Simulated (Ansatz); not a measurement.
## A hypothetical structure for LiCdCl2F

Starting from a made-up structure for LiCdCl2F, the aim is the relaxed cell, its shortest contacts and, where a second run follows, its electronic structure.

Calculated with Ansatz 0.2.0; DFT, PBE, plane-wave PAW, files of the set soft_1, scalar-relativistic, no spin, cell and ions relaxed at zero pressure; PAW set soft_1, in the first sound run; inputs show where later runs differ.

## (1) The structure

The structure is orthorhombic, space group Cmmm (No. 65). The conventional cell has a = 6.347 Å, b = 6.565 Å, c = 4.473 Å, α = 90.00°, β = 90.00°, γ = 90.00°. Nearest to Cd lie 2 F at 2.24 Å and 4 Cl at 2.28 Å. Nearest to Cl lie 2 Cd at 2.28 Å. Nearest to F lie 2 Cd at 2.24 Å. Nearest to Li lie 2 F at 3.17 Å and 8 Cl at 3.20 Å. Farther neighbours and most contacts between anions are not listed.

## (2) Relaxing cell and atoms

The guess takes its coordinates from another compound and its volume from a rule, so the cell and any free coordinates are relaxed together.

input.yaml reads:

```yaml
crystal:
  lattice:
    - [3.1735, -3.2825, 0.0]
    - [3.1735, 3.2825, 0.0]
    - [0.0, 0.0, 4.473]
  atoms:
    - { symbol: Cd, position: [0.5, 0.5, 0.0] }
    - { symbol: Cl, position: [0.0, 0.5, 0.0] }
    - { symbol: Cl, position: [0.5, 0.0, 0.0] }
    - { symbol: F, position: [0.5, 0.5, 0.5] }
    - { symbol: Li, position: [0.0, 0.0, 0.5] }
kpoints:
  mp_grid: { grid: [6, 6, 6] }
scf:
  occupations: { method: fermi_dirac, width: 0.05 }
hamiltonian:
  xc: pbe
  pseudopotentials: { kind: paw, azcp: { folder: soft_1 } }
relax:
  f_tol: 0.015
  max_steps: 70
  cell: {}
output:
  forces: true
  stress: true
```

On the command line:

```sh
> ansatz run input.yaml --threads 4 --pin off --max-ram 8192MiB --backend cpu --events-out ev --progress --plain --runs-dir out
```

Numbers of over 12 decimals in the logs are rounded to 6 here.

Output:

```text
Engine: ansatz 0.2.0, x86_64-unknown-linux-gnu
Pseudopotentials: kind: paw
Pseudopotential: Cd, paw, valence charge 20, recommended cutoff 420 eV (normal), soft_1/Cd.paw.azcp
Pseudopotential: Cl, paw, valence charge 7, recommended cutoff 420 eV (normal), soft_1/Cl.paw.azcp
Pseudopotential: F, paw, valence charge 7, recommended cutoff 420 eV (normal), soft_1/F.paw.azcp
Pseudopotential: Li, paw, valence charge 3, recommended cutoff 420 eV (normal), soft_1/Li.paw.azcp
Functional definition: PBE
  parameter kappa = 0.804
  parameter beta = 0.066725
  exchange = pbe_x(kappa = kappa, mu = beta*pi^2/3)
  correlation = pbe_c(beta = beta)
Crystal: 5 atoms, lattice volume = 93.191 Å³
Basis set: ecut = 420 eV, 1835 PW (Γ), exchange–correlation on 64×64×60 points (8 copies of the dense FFT grid, shifted against one another)
Bands: 27, of which v1, the nominal top of the filled ones, is band 22 counted from 1 (21 counted from 0)
Symmetry: 8 space group operations
Space group: Cmmm (ITA 65), of the structure as read, at distance tolerance 4.5e-5 Å
k-points: 52 of 216
Non-local potential: Cd, projectors of the file, l = 0: 3, l = 1: 2, l = 2: 2, l = 3: 1
Non-local potential: Cl, projectors of the file, l = 0: 2, l = 1: 2, l = 2: 1
Non-local potential: F, projectors of the file, l = 0: 2, l = 1: 2, l = 2: 1
Non-local potential: Li, projectors of the file, l = 0: 3, l = 1: 2, l = 2: 1
PAW form: soft (Blöchl's): semilocal exchange-correlation on the pseudo side does not see the compensation charge
PAW one-centre angular grid: Cd, 590 points (default); XC on 64 Gauss nodes
PAW one-centre angular grid: Cl, 110 points (default); XC on 64 Gauss nodes
PAW one-centre angular grid: F, 110 points (default); XC on 64 Gauss nodes
PAW one-centre angular grid: Li, 110 points (default); XC on 96 Gauss nodes
Initial density: superposition of atomic densities (chi_scale 0.1, normalization cell, long waves kept (reshape's long-wave potential 0.02 eV rms))
Initial wavefunctions: pseudopotential atomic-orbital guess
Functional: x = pbe(κ = 0.804, μ = 0.219515), c = pbe(β = 0.066725)
SCF iter   1: F=—  HF=-11435.213606 eV  |F-HF|=—  |Δ(HF+E_count)|=         —  Δρ=1.56e-1  dr2=2.12e1  ethr=3.10e-3  ⟨swp⟩=7.5  Hψ=7199  notcnv=0
preconditioner: auto → Resta (q_TF=auto, 2.408 Å⁻¹)  ε∞=3.5  [insulator: Δε(μ)=0.608 eV  Ē_g=14.108 eV  σ=0.050 eV  W_gap=0.89  n_scr=22 (ndim 8)  ℏωp=22.4 eV  f_vac=0.015  D(μ)=0.18/eV (n_scr^D=0)  ε∞_Penn≈3.5]
SCF iter   2: F=—  HF=-11430.167428 eV  |F-HF|=—  |Δ(HF+E_count)|=    5.05e0  Δρ=7.34e-2  dr2=3.04e0  ethr=3.10e-3  ⟨swp⟩=4.0  Hψ=4011  notcnv=0  defer=46
SCF iter   3: F=—  HF=-11429.426079 eV  |F-HF|=—  |Δ(HF+E_count)|=   7.41e-1  Δρ=1.65e-2  dr2=3.59e-1  ethr=3.10e-3  ⟨swp⟩=2.2  Hψ=2917  notcnv=0  defer=49
SCF iter   4: F=—  HF=-11429.342312 eV  |F-HF|=—  |Δ(HF+E_count)|=   8.38e-2  Δρ=5.15e-3  dr2=4.78e-2  ethr=8.16e-4  ⟨swp⟩=3.0  Hψ=2700  notcnv=0  defer=51
SCF iter   5: F=—  HF=-11429.339983 eV  |F-HF|=—  |Δ(HF+E_count)|=   2.33e-3  Δρ=1.62e-3  dr2=3.35e-3  ethr=1.09e-4  ⟨swp⟩=2.4  Hψ=2339  notcnv=0  defer=51
SCF iter   6: F=—  HF=-11429.340955 eV  |F-HF|=—  |Δ(HF+E_count)|=   9.72e-4  Δρ=4.54e-4  dr2=2.24e-4  ethr=7.61e-6  ⟨swp⟩=2.0  Hψ=2859  notcnv=0  defer=50
SCF iter   7: F=—  HF=-11429.341040 eV  |F-HF|=—  |Δ(HF+E_count)|=   8.52e-5  Δρ=1.36e-4  dr2=1.81e-5  ethr=5.09e-7  ⟨swp⟩=2.0  Hψ=2195  notcnv=0  defer=50
SCF iter   8: F=—  HF=-11429.340866 eV  |F-HF|=—  |Δ(HF+E_count)|=   1.74e-4  Δρ=2.60e-5  dr2=6.63e-7  ethr=4.11e-8  ⟨swp⟩=2.1  Hψ=2235  notcnv=0  defer=50
SCF iter   9: F=-11429.340866 eV  HF=-11429.340866 eV  |F-HF|=2.71e-8  |Δ(HF+E_count)|=   6.20e-7  Δρ=5.55e-6  dr2=2.98e-8  ethr=2.27e-10  ⟨swp⟩=5.2  Hψ=5511  notcnv=0
SCF 1 converged in 9 iterations: F = -11429.340866 eV  dr2 = 2.98e-8
  greatest PAW one-centre occupation: 1.000 electrons in one spin orbital (limit 2), on the Cd atom at site 0 (counted from 0), in its partial waves of l = 1
relax step   1: F+E_penalty+E_count = -11429.34086623 eV  Δ(F+E_penalty+E_count) = +0.000e0 eV  max|allowed force component| = 3.787e-29 eV/Å  Δτ_max = 0.0000 Å  P = +18.432 GPa  Ω = 93.191 Å³  (9 SCF iters, dr2 threshold 1.00e-7 eV, accepted)
Crystal: 5 atoms, lattice volume = 102.851 Å³
Basis set: ecut = 420 eV, 1987 PW (Γ), exchange–correlation on 64×64×60 points (8 copies of the dense FFT grid, shifted against one another)
Initial density: handed on by an earlier stage of this run
Initial wavefunctions: those handed on with the density
iter 1 solved again at ethr=1.88e-4 eV; its pass at ethr=3.10e-3 eV (dr2=8.29e-2 eV) is discarded
SCF iter   1: F=—  HF=-11430.442160 eV  |F-HF|=—  |Δ(HF+E_count)|=         —  Δρ=7.55e-3  dr2=8.25e-2  ethr=1.88e-4  ⟨swp⟩=1.1  Hψ=8507  notcnv=0
preconditioner: auto → Resta (q_TF=auto, 2.368 Å⁻¹)  ε∞=4.0  [insulator: Δε(μ)=2.159 eV  Ē_g=12.415 eV  σ=0.050 eV  W_gap=1.00  n_scr=26 (ndim 8)  ℏωp=21.3 eV  f_vac=0.208  D(μ)=0.00/eV (n_scr^D=0)  ε∞_Penn≈4.0]
SCF iter   2: F=—  HF=-11430.417800 eV  |F-HF|=—  |Δ(HF+E_count)|=   2.44e-2  Δρ=4.13e-3  dr2=1.35e-2  ethr=1.87e-4  ⟨swp⟩=2.2  Hψ=2427  notcnv=0
SCF iter   3: F=—  HF=-11430.413948 eV  |F-HF|=—  |Δ(HF+E_count)|=   3.85e-3  Δρ=1.63e-3  dr2=4.25e-3  ethr=3.08e-5  ⟨swp⟩=2.0  Hψ=2646  notcnv=0  defer=2
SCF iter   4: F=—  HF=-11430.412555 eV  |F-HF|=—  |Δ(HF+E_count)|=   1.39e-3  Δρ=5.38e-4  dr2=3.22e-4  ethr=9.65e-6  ⟨swp⟩=2.6  Hψ=2282  notcnv=0  defer=2
SCF iter   5: F=—  HF=-11430.412569 eV  |F-HF|=—  |Δ(HF+E_count)|=   1.33e-5  Δρ=1.97e-4  dr2=4.04e-5  ethr=7.31e-7  ⟨swp⟩=2.0  Hψ=2223  notcnv=0  defer=2
SCF iter   6: F=—  HF=-11430.412592 eV  |F-HF|=—  |Δ(HF+E_count)|=   2.30e-5  Δρ=4.72e-5  dr2=2.68e-6  ethr=9.18e-8  ⟨swp⟩=2.7  Hψ=2464  notcnv=0  defer=4
SCF iter   7: F=-11430.412594 eV  HF=-11430.412594 eV  |F-HF|=3.59e-7  |Δ(HF+E_count)|=   2.49e-6  Δρ=1.33e-5  dr2=2.62e-7  ethr=1.14e-9  ⟨swp⟩=5.0  Hψ=5226  notcnv=0
SCF 2 converged in 7 iterations: F = -11430.412594 eV  dr2 = 2.62e-7
  greatest PAW one-centre occupation: 1.000 electrons in one spin orbital (limit 2), on the Cd atom at site 0 (counted from 0), in its partial waves of l = 0
relax step   2: F+E_penalty+E_count = -11430.41259442 eV  Δ(F+E_penalty+E_count) = -1.072e0 eV  max|allowed force component| = 2.924e-28 eV/Å  Δτ_max = 0.0000 Å  P = +8.120 GPa  Ω = 102.851 Å³  energy of the carried Pulay correction = -5.457e-3 eV  (7 SCF iters, dr2 threshold 5.00e-7 eV, accepted)
Crystal: 5 atoms, lattice volume = 110.422 Å³
Basis set: ecut = 420 eV, 2143 PW (Γ), exchange–correlation on 64×64×60 points (8 copies of the dense FFT grid, shifted against one another)
[...]
SCF iter   3: F=—  HF=-11430.880430 eV  |F-HF|=—  |Δ(HF+E_count)|=   2.00e-3  Δρ=1.26e-3  dr2=2.37e-3  ethr=1.72e-5  ⟨swp⟩=2.0  Hψ=2611  notcnv=0
SCF iter   4: F=—  HF=-11430.879808 eV  |F-HF|=—  |Δ(HF+E_count)|=   6.22e-4  Δρ=3.80e-4  dr2=1.96e-4  ethr=5.38e-6  ⟨swp⟩=2.7  Hψ=2307  notcnv=0  defer=1
SCF iter   5: F=—  HF=-11430.880239 eV  |F-HF|=—  |Δ(HF+E_count)|=   4.31e-4  Δρ=1.45e-4  dr2=2.56e-5  ethr=4.45e-7  ⟨swp⟩=2.0  Hψ=2217  notcnv=0  defer=3
SCF iter   6: F=—  HF=-11430.880254 eV  |F-HF|=—  |Δ(HF+E_count)|=   1.55e-5  Δρ=2.90e-5  dr2=1.13e-6  ethr=5.82e-8  ⟨swp⟩=3.0  Hψ=2712  notcnv=0  defer=4
SCF iter   7: F=-11430.880256 eV  HF=-11430.880255 eV  |F-HF|=1.04e-7  |Δ(HF+E_count)|=   1.17e-6  Δρ=7.02e-6  dr2=1.11e-7  ethr=1.14e-9  ⟨swp⟩=4.8  Hψ=4929  notcnv=0
SCF 3 converged in 7 iterations: F = -11430.880256 eV  dr2 = 1.11e-7
relax step   3: F+E_penalty+E_count = -11430.88025553 eV  Δ(F+E_penalty+E_count) = -4.677e-1 eV  max|allowed force component| = 3.826e-29 eV/Å  Δτ_max = 0.0000 Å  P = +2.711 GPa  Ω = 110.422 Å³  energy of the carried Pulay correction = -9.483e-3 eV  (7 SCF iters, dr2 threshold 5.00e-7 eV, accepted)
[... from here on, the SCF cycles and remarks between the steps are left out ...]
relax step   4: F+E_penalty+E_count = -11431.01082184 eV  Δ(F+E_penalty+E_count) = -1.306e-1 eV  max|allowed force component| = 3.802e-29 eV/Å  Δτ_max = 0.0000 Å  P = +0.772 GPa  Ω = 113.833 Å³  energy of the carried Pulay correction = -1.134e-2 eV  (7 SCF iters, dr2 threshold 5.00e-7 eV, accepted)
relax step   5: F+E_penalty+E_count = -11431.01708000 eV  Δ(F+E_penalty+E_count) = -6.258e-3 eV  max|allowed force component| = 3.783e-29 eV/Å  Δτ_max = 0.0000 Å  P = -0.180 GPa  Ω = 115.968 Å³  energy of the carried Pulay correction = -1.239e-2 eV  (6 SCF iters, dr2 threshold 5.00e-7 eV, accepted)
relax step   6: F+E_penalty+E_count = -11431.01751601 eV  Δ(F+E_penalty+E_count) = -4.360e-4 eV  max|allowed force component| = 7.967e-29 eV/Å  Δτ_max = 0.0000 Å  P = +0.035 GPa  Ω = 115.468 Å³  energy of the carried Pulay correction = -1.216e-2 eV  (6 SCF iters, dr2 threshold 9.51e-8 eV, accepted)
relax step   7: F+E_penalty+E_count = -11431.01751219 eV  Δ(F+E_penalty+E_count) = +3.821e-6 eV  max|allowed force component| = 1.010e-29 eV/Å  Δτ_max = 0.0000 Å  P = +0.000 GPa  Ω = 115.548 Å³  energy of the carried Pulay correction = -1.220e-2 eV  (5 SCF iters, dr2 threshold 2.11e-8 eV, accepted)
relax step   8: F+E_penalty+E_count = -11431.10133204 eV  Δ(F+E_penalty+E_count) = -8.382e-2 eV  max|allowed force component| = 4.059e-29 eV/Å  Δτ_max = 0.0000 Å  P = +0.960 GPa  Ω = 115.548 Å³  stress off target by 1.46e0 GPa  SCF on the basis re-selected at this cell (its energy is not comparable with the rows above)  (9 SCF iters)
relax step   9: F+E_penalty+E_count = -11431.11245185 eV  Δ(F+E_penalty+E_count) = -1.112e-2 eV  max|allowed force component| = 2.954e-28 eV/Å  Δτ_max = 0.0000 Å  P = +0.234 GPa  Ω = 117.767 Å³  energy of the carried Pulay correction = -1.175e-3 eV  (6 SCF iters, dr2 threshold 5.00e-7 eV, accepted)
relax step  10: F+E_penalty+E_count = -11431.11283881 eV  Δ(F+E_penalty+E_count) = -3.870e-4 eV  max|allowed force component| = 1.996e-29 eV/Å  Δτ_max = 0.0000 Å  P = -0.016 GPa  Ω = 118.591 Å³  energy of the carried Pulay correction = -1.658e-3 eV  (6 SCF iters, dr2 threshold 3.70e-7 eV, accepted)
relax step  11: F+E_penalty+E_count = -11431.11293380 eV  Δ(F+E_penalty+E_count) = -9.499e-5 eV  max|allowed force component| = 3.779e-29 eV/Å  Δτ_max = 0.0000 Å  P = -0.000 GPa  Ω = 118.543 Å³  energy of the carried Pulay correction = -1.631e-3 eV  (6 SCF iters, dr2 threshold 9.35e-9 eV, accepted)
iter 1 solved again at ethr=4.32e-7 eV; its pass at ethr=3.10e-3 eV (dr2=1.90e-4 eV) is discarded
SCF iter   1: F=—  HF=-11431.114509 eV  |F-HF|=—  |Δ(HF+E_count)|=         —  Δρ=1.37e-4  dr2=2.76e-6  ethr=4.32e-7  ⟨swp⟩=3.4  Hψ=10351  notcnv=0
preconditioner: auto → Resta (q_TF=auto, 2.313 Å⁻¹)  ε∞=3.8  [insulator: Δε(μ)=2.495 eV  Ē_g=11.980 eV  σ=0.050 eV  W_gap=1.00  n_scr=26 (ndim 8)  ℏωp=19.9 eV  f_vac=0.224  D(μ)=0.00/eV (n_scr^D=0)  ε∞_Penn≈3.8]
SCF iter   2: F=—  HF=-11431.114641 eV  |F-HF|=—  |Δ(HF+E_count)|=   1.32e-4  Δρ=6.24e-5  dr2=1.11e-6  ethr=6.27e-9  ⟨swp⟩=2.0  Hψ=2394  notcnv=0
SCF iter   3: F=—  HF=-11431.114699 eV  |F-HF|=—  |Δ(HF+E_count)|=   5.83e-5  Δρ=3.17e-5  dr2=1.33e-7  ethr=2.52e-9  ⟨swp⟩=2.0  Hψ=2067  notcnv=0
SCF iter   4: F=—  HF=-11431.114716 eV  |F-HF|=—  |Δ(HF+E_count)|=   1.67e-5  Δρ=1.94e-6  dr2=2.06e-9  ethr=3.03e-10  ⟨swp⟩=2.0  Hψ=2233  notcnv=0
SCF iter   5: F=—  HF=-11431.114716 eV  |F-HF|=—  |Δ(HF+E_count)|=   1.14e-9  Δρ=6.73e-7  dr2=3.74e-10  ethr=4.69e-12  ⟨swp⟩=2.0  Hψ=2480  notcnv=0
SCF iter   6: F=—  HF=-11431.114716 eV  |F-HF|=—  |Δ(HF+E_count)|=   2.17e-9  Δρ=2.07e-7  dr2=6.16e-11  ethr=1.00e-12  ⟨swp⟩=2.1  Hψ=2224  notcnv=0
SCF iter   7: F=-11431.114716 eV  HF=-11431.114716 eV  |F-HF|=3.64e-12  |Δ(HF+E_count)|=  4.18e-11  Δρ=1.22e-7  dr2=1.29e-11  ethr=1.00e-12  ⟨swp⟩=4.2  Hψ=4601  notcnv=0
SCF 12 converged in 7 iterations: F = -11431.114716 eV  dr2 = 1.29e-11
relax step  12: F+E_penalty+E_count = -11431.11471581 eV  Δ(F+E_penalty+E_count) = -1.782e-3 eV  max|allowed force component| = 1.018e-29 eV/Å  Δτ_max = 0.0000 Å  P = +0.007 GPa  Ω = 118.543 Å³  stress off target by 1.84e-2 GPa  SCF on the basis re-selected at this cell (its energy is not comparable with the rows above)  (7 SCF iters)
basis re-selected at this cell: Δ(F+E_penalty+E_count) = -1.782e-3 eV, ΔP = +0.007 GPa vs the last step (what re-selecting the basis moved, of the pressure what is left beyond the Pulay correction that the steps carried, after the strain that the cell walked since its last selection, with what the two solves' SCF thresholds leave and, on support functions, any second-order correction that the steps lacked; it is no m [...]
SCF converged after 7 iterations
Free energy (F): -11431.114716 eV
Harris-Foulkes:  -11431.114716 eV  (|F-HF|=3.64e-12)
Internal energy: -11431.114716 eV  (E = F + TS)
E sigma→0 (E₀):  -11431.114716 eV
Fermi energy:    3.302372 eV
--- Per-component energies (eV) ---
  E_band       = -756.767525
  E_kinetic    = 957.290974
  E_local      = -6565.103687  (includes V_loc(G=0)·N_el)
  E_nonlocal   = 252.430193
  E_hartree    = 2896.376804
  E_xc         = -456.352137
  E_vxc        = -537.825764  (∫ρ·V_xc dr)
  E_paw        = -5648.440321  (= ΣΔE_a)
  E_vpaw       = -656.314425  (= ΣTr[D̂ρ^β])
  E_aug_tail   = 0.001477  (compensation charges beyond the density's cutoff)
  E_ewald      = -2867.318020
  E_smearing   = -0.000000  (= −TS)
  E_closure    = -0.000000  (closes the sum)
  Σ components = -11431.114716   (vs F -11431.114716, Δ=0.00e0)
--- Forces (eV/Å), atoms counted from 1 ---
  atom   1  Cd     0.00000000     0.00000000     0.00000000
  atom   2  Cl     0.00000000     0.00000000     0.00000000
  atom   3  Cl     0.00000000    -0.00000000     0.00000000
  atom   4  F     -0.00000000     0.00000000     0.00000000
  atom   5  Li     0.00000000     0.00000000     0.00000000
  max |Σ_I F_I| component: 1.22e-29 eV/Å
--- Stress (GPa, compression-positive) ---
        0.018389       0.000000       0.000000
        0.000000       0.011769       0.000000
        0.000000       0.000000      -0.009750
  P = ⅓ Tr σ = 0.0068 GPa (0.068 kbar)
--- Relaxed structure (10 steps of the walk, 10 accepted, 2 SCFs on fresh bases) ---
  F+E_penalty+E_count = -11431.11471581 eV   max|allowed force component| = 1.018e-29 eV/Å   (the final SCF, on the basis selected at the relaxed cell)
  cell:  # Å, volume = 118.5433 Å³
    - [3.712636, -3.713652, 0.0]
    - [3.712636, 3.713652, 0.0]
    - [0.0, 0.0, 4.298961]
  atoms:
    - { symbol: Cd, position: [0.5, 0.5, 0.0] }
    - { symbol: Cl, position: [0.0, 0.5, 0.0] }
    - { symbol: Cl, position: [0.5, 0.0, 0.0] }
    - { symbol: F, position: [0.5, 0.5, 0.5] }
    - { symbol: Li, position: [0, 0, 0.5] }
```

It took 27 s on 4 threads of Intel Xeon Platinum 8488C (Sapphire Rapids), shared host; peak memory 0.63 GiB; 60 s of CPU time.

Step by step:

```csv
step,energy less that of the first step (eV),largest force component (eV/Å),pressure (GPa),volume (Å³)
1,0.0000,0.0000,18.43,93.19
2,-1.0717,0.0000,8.12,102.85
3,-1.5394,0.0000,2.71,110.42
4,-1.6700,0.0000,0.77,113.83
5,-1.6762,0.0000,-0.18,115.97
6,-1.6766,0.0000,0.03,115.47
7,-1.6766,0.0000,0.00,115.55
8*,-1.7605,0.0000,0.96,115.55
9,-1.7716,0.0000,0.23,117.77
10,-1.7720,0.0000,-0.02,118.59
11,-1.7721,0.0000,0.00,118.54
12*,-1.7738,0.0000,0.01,118.54
```

Relaxation steps marked * repeat the geometry before them on a plane-wave basis chosen anew for their cell, so energy and pressure can jump there.

The run keeps the 8 symmetry operations that it works with, so distortions that break them were not tested.

```csv
cell as run,before,after,change
a (Å),4.566,5.251,+15.0 %
b (Å),4.566,5.251,+15.0 %
c (Å),4.473,4.299,-3.9 %
γ (°),91.93,90.02,-2.1 %
volume (Å³/atom),18.64,23.71,+27.2 %
```

This step gave:

* free energy: -11431.1147 eV
* Fermi energy: 3.302 eV
* gap by band count: 2.495 eV
* electrons: 44
* symmetry operations: 8
* pressure: 0.006803 GPa

Shortest distances by pair of elements, guess and relaxed (not always the same contact):

```
 pair  guess (Å)  relaxed (Å)
 Cd–F      2.236        2.149
Cd–Cl      2.283        2.626
 Cl–F      3.196        3.393
Cl–Li      3.196        3.393
Cl–Cl      3.174        3.713
```

The relaxation ends with a pressure of 0.01 GPa.

(Part 1 of 2 ends here.)

[Logs are printed without paths, hosts, clocks, repeated set-up lines and the standing remarks that a program may print on its own settings, such as how far it seeks lower states.]

[Hosts, paths, dates, database ids (printed as entryN), source tags and the programs' standing remarks are cut or masked in the printed files.]
